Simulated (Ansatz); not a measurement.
## Screened interactions in WI2 (1T sheet)

How strongly is the local Coulomb interaction screened in WI2 (1T sheet)?

Program: Ansatz 0.2.0. Level of theory: non-magnetic PBEsol, then constrained RPA, plane waves, PAW. Results are calculated unless marked as measured.

Report form: the programs' logs are mostly left out.

### Step 1. Set-up

The cell holds 3 atoms: 1 W and 2 I. Cell: a = 4.018 Å, b = 4.018 Å, c = 30.818 Å, α = 90.0°, β = 90.0°, γ = 120.0°. Vacuum lies along c.

The structure was relaxed with PBEsol. The structure was generated from a model, not taken from a measurement. The runs that relaxed it are not among those shown. The program's search for lower electronic states was switched off, so nothing shows that the state found is the lowest. Spin-orbit coupling is left out unless a step names it. The default PAW set here is soft_2. Its files were made with PBE. The Coulomb interaction is cut off across the vacuum.

### Step 2. PBEsol bands and orbital weights

This step: DFT, PBEsol, plane waves, PAW.

input.yaml

```yaml
crystal:
  lattice:
    - [0.0, 2.84098039, 2.84098039]
    - [2.84098039, -2.84098039, 0.0]
    - [17.79295725, 17.79295725, -17.79295725]
  atoms:
    - { symbol: W, position: [0.0, 0.0, 0.3165189061] }
    - { symbol: I, position: [0.3333333333, 0.6666666667, 0.3639952152] }
    - { symbol: I, position: [0.6666666667, 0.3333333333, 0.269042597] }
  periodic: [true, true, false]
kpoints:
  mp_grid: { grid: [6, 6, 1] }
  band_path:
    path:
      - [0.0, 0.0, 0.0]
      - [0.5, 0.0, 0.0]
      - [0.33333333, 0.33333333, 0.0]
      - [0.0, 0.0, 0.0]
    npoints: 10
hamiltonian:
  xc: pbesol
scf:
  occupations: { method: gaussian, width: 0.08 }
  n_extra_bands: 19
  max_iter: 150
  lower_state_search: "off"
output:
  eigenvalues: true
  forces: true
  stress: true
  fatbands: true
  write_density: true
  write_potential: true
  elf: true
  volumetric_format: npy
```

Launch:

```console
$ ansatz run input.yaml --threads 4 --pin off --max-ram 14745MiB --backend cpu --events-out ev --progress --plain --runs-dir out
```

It took 12 s on 4 threads of Arm Neoverse V1, shared host; peak memory 0.85 GiB; 47 s of CPU time.

Electronic bands along the path, in eV, zero at the Fermi level:

```
  point  band 21  band 22  band 23  band 24  band 25  band 26  band 27  band 28
      Γ    -2.75    -2.75    -1.03    -1.03    -0.44     2.36     2.36     2.37
halfway    -3.70    -3.16    -1.18    -0.12     0.32     1.39     2.04     3.19
      M    -4.13    -4.07    -1.39    -0.12     0.01     2.42     2.48     3.12
halfway    -4.43    -4.16    -0.81    -0.10     0.06     1.79     2.37     3.45
      K    -4.43    -4.43    -0.69     0.15     0.15     1.84     1.84     3.75
halfway    -4.15    -3.23    -0.76    -0.30     0.33     1.37     1.79     3.96
      Γ    -2.75    -2.75    -1.03    -1.03    -0.44     2.36     2.36     2.37
```

Of the projections kept (W 5d, I 5p), the largest for each band there; the rest of the weight can lie on other orbitals:

```
point    band 21    band 22    band 23    band 24    band 25    band 26    band 27    band 28
    Γ  I 5p 0.99  I 5p 0.99  W 5d 0.96  W 5d 0.96  W 5d 0.73  W 5d 0.53  W 5d 0.53  I 5p 0.10
    M  I 5p 0.97  I 5p 0.98  W 5d 0.78  W 5d 0.85  W 5d 0.98  W 5d 0.58  W 5d 0.29  W 5d 0.46
    K  I 5p 0.76  I 5p 0.76  W 5d 0.93  W 5d 0.83  W 5d 0.83  W 5d 0.57  W 5d 0.57  I 5p 0.25
    Γ  I 5p 0.99  I 5p 0.99  W 5d 0.96  W 5d 0.96  W 5d 0.73  W 5d 0.53  W 5d 0.53  I 5p 0.10
```

Electrostatic potential energy in the ca plane at fractional y = 0.333, with atoms of I within 0.2 Å of it. With pseudopotentials it is smooth inside the atoms' cores, unlike the true potential.

Ten even steps from '0' (-20 eV) to '9' (0 eV), each cell a mean:
```
99999999999999999863236788888899999999999999
99999999999999998610001689999999999999999999
99999999999999998305840389999999999999999999
99999999999999998208970389999999999999999999
99999999999999998303730489999999999999999999
99999999999999999620002689999999999999999999
99999999999999999864346778888889999999999999
99999999999999999998887666666789999999999999
99999999999999999999987655554578999999999999
99999999999999999999987655555678999999999999
99999999999999999988777766766789999999999999
```
Columns run along c (16.0 Å, from fractional 0.03 to 0.55 of the cell; values clipped at the 3rd and 97th percentile), rows up along a (4.0 Å). Atoms in or near the plane, at fractional coordinates: I at (0.27, 0.67).

Valence density in the ca plane at fractional y = 0.333, with atoms of I within 0.2 Å of it. It is the smooth field of the valence electrons, not physical close to the nuclei.

Ten steps, logarithmic in the rise over the least value, from '0' (0 e/Å³) to '9' (17 e/Å³), each cell a mean:
```
00000000000000000122332211111100000000000000
00000000000000001235543211000000000000000000
00000000000000001258984210000000000000000000
00000000000000001359995210000000000000000000
00000000000000001247874210000000000000000000
00000000000000000234543211110000000000000000
00000000000000000112222211111100000000000000
00000000000000000001111222222210000000000000
00000000000000000000111222222211000000000000
00000000000000000000111222222211000000000000
00000000000000000011111122222110000000000000
```
Columns run along c (16.0 Å, from fractional 0.03 to 0.55 of the cell), rows up along a (4.0 Å). Atoms in or near the plane, at fractional coordinates: I at (0.27, 0.67).

### Step 3. Constrained RPA: W t2g, bands v2 to c1, 6×6×1 mesh, medium accuracy

Constrained RPA screens the interaction with every transition except those inside the target bands, which a later many-body model would treat itself.

This step: constrained RPA on PBEsol, plane waves, PAW.

input.yaml, the sections that differ from step 2:

```yaml
kpoints:
  mp_grid: { grid: [6, 6, 1] }
output:
  crpa:
    kmesh: [6, 6, 1]
    target_bands: [v2, c1]
    projections: [{ species: W, l: d, shell: 5, orbitals: [dxz, dyz, dxy] }]
  local_orbitals:
    kmesh: [12, 12, 1]
    orbitals: [{ species: W, l: d, shell: 5, orbitals: [dxz, dyz, dxy] }]
    window: { bands: [v2, c1] }
    seedname: lo
# crystal, hamiltonian, scf: as in step 2
```

Wall time 3.2 min (4 threads); peak memory 2.5 GiB; 12 min of CPU time.

Numbers from this step:

* U: 2.488 eV
* U prime (inter-orbital): 1.996 eV
* J: 0.2227 eV
* bare V: 9.398 eV
* bare J: 0.3365 eV
* stated bound on U: 0.009039 eV
* U over bare V: 0.2648
* electrons in the window: 4.000
* head of the constrained inverse dielectric matrix: 0.5985
* least eigenvalue of the projection's overlap: 0.6969
* target functions: 3
* bands in the sums: 50
* r.m.s. miss of the model bands: 0.001173 eV
* width of the target bands: 1.723 eV
* weight of the projected orbitals in the window: 0.8457

On the W t2g shell, screening brings the on-site interaction from 9.4 eV down to U = 2.49 eV.

Kanamori averages over each shell's functions. Crpa shells, by row:

```
site  element  shell  orbitals  U (eV)  U' (eV)  J (eV)  bare V (eV)  bare V' (eV)  bare J (eV)  bound on U (eV)
   1        W     5D         3   2.488    1.996  0.2227        9.398         8.654       0.3365         0.009039
```

Density-density elements U_iijj, eV. U matrix, by row:

```
orbital  W1 dxz  W1 dyz  W1 dxy
 W1 dxz   2.488   1.996   1.996
 W1 dyz   1.996   2.488   1.996
 W1 dxy   1.996   1.996   2.488
```

Exchange elements U_ijji, eV. J matrix, by row:

```
orbital  W1 dxz  W1 dyz  W1 dxy
 W1 dxz       -   0.223   0.223
 W1 dyz   0.223       -   0.223
 W1 dxy   0.223   0.223       -
```

Projected local orbitals of the target window. The electronic bands at the labelled points (eV, zero at the Fermi level; # counts the bands kept):

```
  point     #1     #2     #3
      Γ  -1.03  -1.03  -0.44
halfway  -1.18  -0.12   0.32
      M  -1.39  -0.12   0.01
halfway  -0.81  -0.10   0.06
      K  -0.69   0.15   0.15
halfway  -0.76  -0.30   0.33
      Γ  -1.03  -1.03  -0.44
```

The same for Kohn-Sham, solved directly:

```
point     #1     #2     #3
    Γ  -1.03  -1.03  -0.44
    M  -1.39  -0.12   0.01
    K  -0.69   0.15   0.15
    Γ  -1.03  -1.03  -0.44
```

Onsite levels, by row:

```
orbital  level less Fermi level (eV)
 W1 dxz                      -0.3346
 W1 dyz                      -0.3346
 W1 dxy                      -0.3346
```

Largest distinct elements between sites. Hoppings, by row:

```
  from      to     cell  distance (Å)   t (eV)
W1 dxz  W1 dxz    1 1 0         4.018   -0.257
W1 dxy  W1 dxy   0 -2 0         8.036  -0.1237
W1 dyz  W1 dyz   0 -1 0         4.018   0.0811
W1 dxy  W1 dyz  -1 -1 0         4.018  -0.0752
W1 dyz  W1 dxz    2 1 0         6.959  -0.0742
W1 dxy  W1 dyz   0 -1 0         4.018  -0.0315
W1 dyz  W1 dxy    0 2 0         8.036  -0.0104
W1 dxy  W1 dxy    0 4 0         16.07  -0.0081
W1 dxz  W1 dxz    3 3 0         12.05  -0.0081
W1 dyz  W1 dxz  -2 -3 0         10.63   0.0071
W1 dyz  W1 dyz   2 -1 0         10.63  -0.0065
W1 dxz  W1 dyz   0 -2 0         8.036  -0.0059
```

### Step 4. Constrained RPA: W t2g + anion p, bands v8 to c1, 6×6×1 mesh, medium accuracy

input.yaml, the sections that differ from step 3:

```yaml
output:
  crpa:
    kmesh: [6, 6, 1]
    target_bands: [v8, c1]
    projections:
      - { species: W, l: d, shell: 5, orbitals: [dxz, dyz, dxy] }
      - { species: I, l: p, shell: 5 }
  local_orbitals:
    kmesh: [12, 12, 1]
    orbitals:
      - { species: W, l: d, shell: 5, orbitals: [dxz, dyz, dxy] }
      - { species: I, l: p, shell: 5 }
    window: { bands: [v8, c1] }
    seedname: lo
# crystal, kpoints, hamiltonian, scf: as in step 3
```

Elapsed: 17 min, on 4 threads; peak memory 2.9 GiB; 66 min of CPU time.

Numbers from this step:

* U: 2.945 eV
* U prime (inter-orbital): 2.333 eV
* J: 0.2819 eV
* bare V: 10.91 eV
* bare J: 0.4197 eV
* stated bound on U: 0.004417 eV
* U over bare V: 0.2701
* electrons in the window: 16
* head of the constrained inverse dielectric matrix: 0.6103
* least eigenvalue of the projection's overlap: 0.5006
* target functions: 9
* bands in the sums: 50
* r.m.s. miss of the model bands: 3.24e-4 eV
* width of the target bands: 7.625 eV
* weight of the projected orbitals in the window: 0.9408

On the W t2g shell, screening brings the on-site interaction from 10.9 eV down to U = 2.95 eV.

Kanamori averages over each shell's functions. Crpa shells, by row:

```
site  element  shell  orbitals  U (eV)  U' (eV)  J (eV)  bare V (eV)  bare V' (eV)  bare J (eV)  bound on U (eV)
   1        W     5D         3   2.945    2.333  0.2819        10.91         10.02       0.4197         0.004417
   2        I     5P         3   3.699    2.883   0.301        10.25          8.74       0.5177         0.005506
   3        I     5P         3   3.699    2.883   0.301        10.25          8.74       0.5177         0.005506
```

Projected local orbitals of the target window. Electronic bands along the path, in eV, zero at the Fermi level; # counts the bands kept:

```
  point     #5     #6     #7     #8     #9
      Γ  -2.75  -2.75  -1.03  -1.03  -0.44
halfway  -3.70  -3.16  -1.18  -0.12   0.32
      M  -4.13  -4.07  -1.39  -0.12   0.01
halfway  -4.43  -4.16  -0.81  -0.10   0.06
      K  -4.43  -4.43  -0.69   0.15   0.15
halfway  -4.15  -3.23  -0.76  -0.30   0.33
      Γ  -2.75  -2.75  -1.03  -1.03  -0.44
```

The same for Kohn-Sham, solved directly:

```
point     #5     #6     #7     #8     #9
    Γ  -2.75  -2.75  -1.03  -1.03  -0.44
    M  -4.13  -4.07  -1.39  -0.12   0.01
    K  -4.43  -4.43  -0.69   0.15   0.15
    Γ  -2.75  -2.75  -1.03  -1.03  -0.44
```

Onsite levels, by row:

```
orbital  level less Fermi level (eV)
 W1 dxz                      -0.8872
 W1 dyz                      -0.8872
 W1 dxy                      -0.8872
  I2 pz                       -4.737
  I2 px                       -4.737
  I2 py                       -4.737
  I3 pz                       -4.737
  I3 px                       -4.737
  I3 py                       -4.737
```

Largest distinct elements between sites. Hoppings, by row:

```
  from      to     cell  distance (Å)   t (eV)
 I2 py  W1 dyz    1 1 0         2.743   0.7244
 I2 py   I3 py   -1 1 0         5.485    0.623
W1 dxy  W1 dxy   0 -1 0         4.018  -0.3776
 I3 px   I2 px    0 0 0         3.734   0.2924
 I2 px   I3 pz    0 0 0         3.734  -0.2705
 I3 px   I3 px  -1 -1 0         4.018   0.1972
W1 dxy   I2 py   0 -2 0         6.309   0.1872
 I3 px   I3 pz  -1 -1 0         4.018   0.1781
W1 dxy   I2 px    0 0 0         2.743  -0.1693
W1 dxz  W1 dxz   -1 0 0         4.018   0.1071
 I2 pz   I3 py   -1 1 0         5.485   0.0666
 I3 py   I2 py    0 0 0         3.734    -0.06
```

### Step 5. The windows together

Times are wall times on 4 threads of Arm Neoverse V1, shared host, good to a factor of about two.

```
         target  bands  functions  width (eV)  bare V (eV)  U (eV)  U′ (eV)  J (eV)   U/V     time
          W t2g  v2–c1          3        1.72         9.40    2.49     2.00    0.22  0.26  3.2 min
W t2g + anion p  v8–c1          9        7.62        10.91    2.95     2.33    0.28  0.27   17 min
```

### Step 6. What came out

```json
{
 "W t2g": "U 2.49 eV, U′ 2.00 eV, J 0.22 eV, bare V 9.4 eV",
 "W t2g + anion p": "U 2.95 eV, U′ 2.33 eV, J 0.28 eV, bare V 10.9 eV",
 "method": "constrained RPA on non-magnetic PBEsol, 6×6×1 mesh, static; search for lower states off"
}
```

In words: For W t2g, screening cuts the on-site interaction from 9.40 eV to 2.49 eV. U − 2J differs from U′ by +0.05 eV, so the Kanamori relation holds well. U is 1.4 times the width of the target bands. With the window W t2g + anion p U becomes 2.95 eV and the bare V 10.91 eV, so U/V goes from 0.26 to 0.27; the change follows the shape of the functions more than the screening. The parent state is non-magnetic and the interaction static (zero frequency); U depends on the window and the orbitals, so it belongs to this model alone. The bands cross the Fermi level under this constraint, which need not be the crystal's state: magnetic order, correlation or a lattice distortion may open a gap. Spin-orbit coupling, which is strong for atoms this heavy, is left out. A window that holds the anion p bands defines a model with explicit ligands; its U belongs to that model and is not the U of DFT+U.

[Paths, hosts, dates, memory and timing lines, banners, echoed tables and standing remarks are left out of the program output.]

[Logs are printed without paths, hosts, clocks, repeated set-up lines and the standing remarks that a program may print on its own settings, such as how far it seeks lower states.]

[Runs of the session that timed out or met a known fault of the program may be left out.]

[Hosts, paths, dates, database ids (printed as entryN), source tags and the programs' standing remarks are cut or masked in the printed files.]
